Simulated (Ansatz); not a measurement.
# InSe (R3m): a many-body input that goes wrong, and its mend

A first try at the G0W0 gap of InSe (R3m), what the program said, and an input that works.

Calculated with Ansatz 0.2.0; G0W0 on r2SCAN, plane waves, PAW.

The database entry behind the starting cell differs from later determinations by our own check (c about 1.5 % long), so it need not match the best structure at ambient conditions.

## Step 1: Starting point

The structure is trigonal, space group R3m (No. 160). Conventional cell: a = 4.000 Å, b = 4.000 Å, c = 25.320 Å, α = 90.00°, β = 90.00°, γ = 120.00°. Nearest to In lie 3 Se at 2.64 Å and 1 In at 2.82 Å. In has 3 Se at 2.63 Å and 1 In at 2.82 Å nearest. Se has 3 In at 2.64 Å nearest. Nearest to Se lie 3 In at 2.63 Å. Farther neighbours and most contacts between anions are not listed.

Structure file:

```cif
data_structure
_symmetry_space_group_name_H-M 'P 1'
_symmetry_Int_Tables_number 1
_cell_length_a 8.7503
_cell_length_b 8.7503
_cell_length_c 8.7503
_cell_angle_alpha 26.425
_cell_angle_beta 26.425
_cell_angle_gamma 26.425
_cell_volume 116.95
loop_
_atom_site_label
_atom_site_type_symbol
_atom_site_fract_x
_atom_site_fract_y
_atom_site_fract_z
_atom_site_occupancy
In1 In 0.00000 0.00000 0.00000 1
In2 In 0.11140 0.11140 0.11140 1
Se3 Se 0.61650 0.61650 0.61650 1
Se4 Se 0.82810 0.82810 0.82810 1
```

The cell and positions come from the Crystallography Open Database and are kept as given unless a step says otherwise. The default PAW set here is soft_2. Its files were made with PBE.

## Step 2: First try

File input.yaml:

```yaml
crystal:
  lattice:
    - [2.0, 1.1547005384, 8.44]
    - [-2.0, 1.1547005384, 8.44]
    - [0.0, -2.3094010768, 8.44]
  atoms:
    - { symbol: In, position: [0.0, 0.0, 0.0] }
    - { symbol: In, position: [0.1114, 0.1114, 0.1114] }
    - { symbol: Se, position: [0.6165, 0.6165, 0.6165] }
    - { symbol: Se, position: [0.8281, 0.8281, 0.8281] }
kpoints:
  mp_grid: { grid: [4, 4, 4], shift: [0.5, 0.5, 0.5] }
hamiltonian:
  xc: r2scan
scf:
  occupations: { method: fixed }
gw:
  n_empty_bands: 123
  ecut_chi: 60
  qp_bands: [v2, c2]
  qp_kpoints: band_edges
  screening: { model: contour_deformation }
```

Command:

```bash
ansatz run input.yaml --threads 8 --pin off --max-ram 55296MiB --backend cuda --events-out ev --progress --plain --runs-dir out --devices 1 --max-vram 24GiB
```

Numbers of over 12 decimals in the logs are rounded to 6 here.

What it wrote:

```text
Error: gw: with kpoints.mp_grid.shift ≠ [0,0,0] (counting kpoints.further_shifts) — the screening and self-energy sums and their Coulomb-singularity correction are built for an unshifted (Γ-centred) SCF mesh only — a shifted mesh is not wired; use shift: [0,0,0]
```

It took 0.04 s on 8 threads of AMD EPYC 7R13 (Zen 3), shared host; peak memory 0.042 GiB.

Q: What is the fault?

The input was rejected at the start.

The program's message: “Error: gw: with kpoints.mp_grid.shift ≠ [0,0,0] (counting kpoints.further_shifts) — the screening and self-energy sums and their Coulomb-singularity correction are built for an unshifted (Γ-centred) S …”

The fault: shifted k mesh. The sums over q need a Γ-centred mesh.

## Step 3: A better input

G0W0 replaces the xc potential by the self-energy, built once from these orbitals. Only a window of levels is corrected, while the sums run over the empty bands that the input names.

Edit input.yaml of step 2 so:

```diff
@@ -11,3 +11,3 @@
 kpoints:
-  mp_grid: { grid: [4, 4, 4], shift: [0.5, 0.5, 0.5] }
+  mp_grid: { grid: [4, 4, 4] }
 hamiltonian:
@@ -17,4 +17,4 @@
 gw:
-  n_empty_bands: 123
-  ecut_chi: 60
+  n_empty_bands: 487
+  ecut_chi: 150
   qp_bands: [v2, c2]
```

What it wrote:

```text
GPUs: using 1 of 1 available (devices: 1).
[...]
concurrent solve slots: 7 of 8 are kept, ahead of what memory takes: no pass of the eigensolver takes more rounds on 7
device memory: the entry about to start is reckoned to put 6.6 GiB on a device that reports 78.6 GiB free (of which the cap on the GPU budget leaves the run 24.0 GiB)
GPU FFT provider: cuFFT
GPU libraries: cuBLAS 13.8.2, cuFFT 12.4.0, cuSOLVER 12.3.4
Crystal: 4 atoms, lattice volume = 116.948 Å³
Basis set: ecut = 500 eV, 2965 PW (Γ), exchange–correlation on 256×256×256 points (64 copies of the dense FFT grid, shifted against one another)
Bands: 35, of which v1, the nominal top of the filled ones, is band 29 counted from 1 (28 counted from 0)
Symmetry: 6 space group operations
[...]
k-points: 13 of 64 (time reversal used)
[...]
GPU buffer pool allocated for 262144 grid points (all kernels)
[...]
1    28      5.2313   -17.6798     1.7843   -15.3716  0.7575     4.7005     4.7074  root
     1    29      6.0258   -15.7995     1.2362   -14.0203  0.7679     5.4748     5.4828  root
     1    30      9.4079    -7.7182    -3.7915   -11.5787  0.7953     9.4770     9.4769  root
     1    31      9.6048    -9.7495    -3.8928   -13.8096  0.7832     9.7725     9.7721  root
     2    28      4.7376   -17.2834     1.9241   -14.8170  0.7512     4.1870     4.1953  root
     2    29      5.3410   -15.5083     1.3626   -13.5842  0.7644     4.7718     4.7796  root
     2    30      8.5521    -7.7342    -3.4419   -11.1958  0.8006     8.5717     8.5717  root
     2    31      9.3540    -9.6547    -3.8766   -13.6887  0.7837     9.5119     9.5114  root
[...]
12    28      5.8666   -18.3293     1.6491   -16.1895  0.7633     5.3710     5.3760  root
    12    29      7.0613   -16.3134     0.7663   -15.0772  0.7784     6.5890     6.5915  root
    12    30      7.9252   -10.1624    -3.3986   -13.6002  0.8011     7.9644     7.9644  root
    12    31      9.6901    -8.0609    -4.0765   -12.2070  0.7941     9.7597     9.7596  root
[key lines of the parts left out:]
SCF converged after 7 iterations
Free energy (F): -22182.526813 eV
Fermi energy:    7.061300 eV
```

Wall time 22 s (1 × NVIDIA H100 80GB HBM3 with 8 threads); peak memory 2.8 GiB; 56 s of CPU time.

The column dr2 measures how far the density is from self-consistency, as an energy; F and HF (Harris–Foulkes) agree once it is small.

Numbers from this step:

- bands summed: 516
- RPA ε∞ on this mesh (eigenvalues): 7.958, 7.958, 10.50
- plane waves in the screening matrix: 473
- q-points in the mesh: 64
- G0W0 gap on the mesh: 1.373 eV
- k of the valence top: -0.5, -0.5, -0.5
- k of the conduction bottom: -0.5, -0.5, -0.5
- starting gap on the mesh: 0.8639 eV
- Z at the valence top: 0.7784
- Z at the conduction bottom: 0.8011
- least direct G0W0 gap on the computed points: 1.373 eV

The gap on the mesh goes from 0.86 eV to 1.37 eV, a correction of +0.51 eV. Between the two edge states, bare exchange in place of the xc potential would open the gap by 4.67 eV, and correlation takes back 4.16 eV.

## Step 4: Summary of results

```yaml
first_try: refused after 0.04 s
better_run: G0W0 gap on the mesh 1.37 eV (4×4×4 mesh, 487 empty bands, screening to 150 eV)
```

In words: The second run differs in: empty bands, screening cutoff (eV) and mesh shift. Bands and cutoff are finite, so the gap is not at the basis limit. The miss can reach some tenths of an eV and take either sign; the mesh is an error of its own. The many-body steps are scalar-relativistic: spin-orbit coupling is not in them.

[Paths, hosts, dates, memory and timing lines, banners, echoed tables and standing remarks are left out of the program output.]

[Logs are printed without paths, hosts, clocks, repeated set-up lines and the standing remarks that a program may print on its own settings, such as how far it seeks lower states.]

[Runs of the session that timed out or met a known fault of the program may be left out.]

[Cells called generated may have been cut or substituted from an entry of the Crystallography Open Database or the Materials Project.]

[Hosts, paths, dates, database ids (printed as entryN), source tags and the programs' standing remarks are cut or masked in the printed files.]
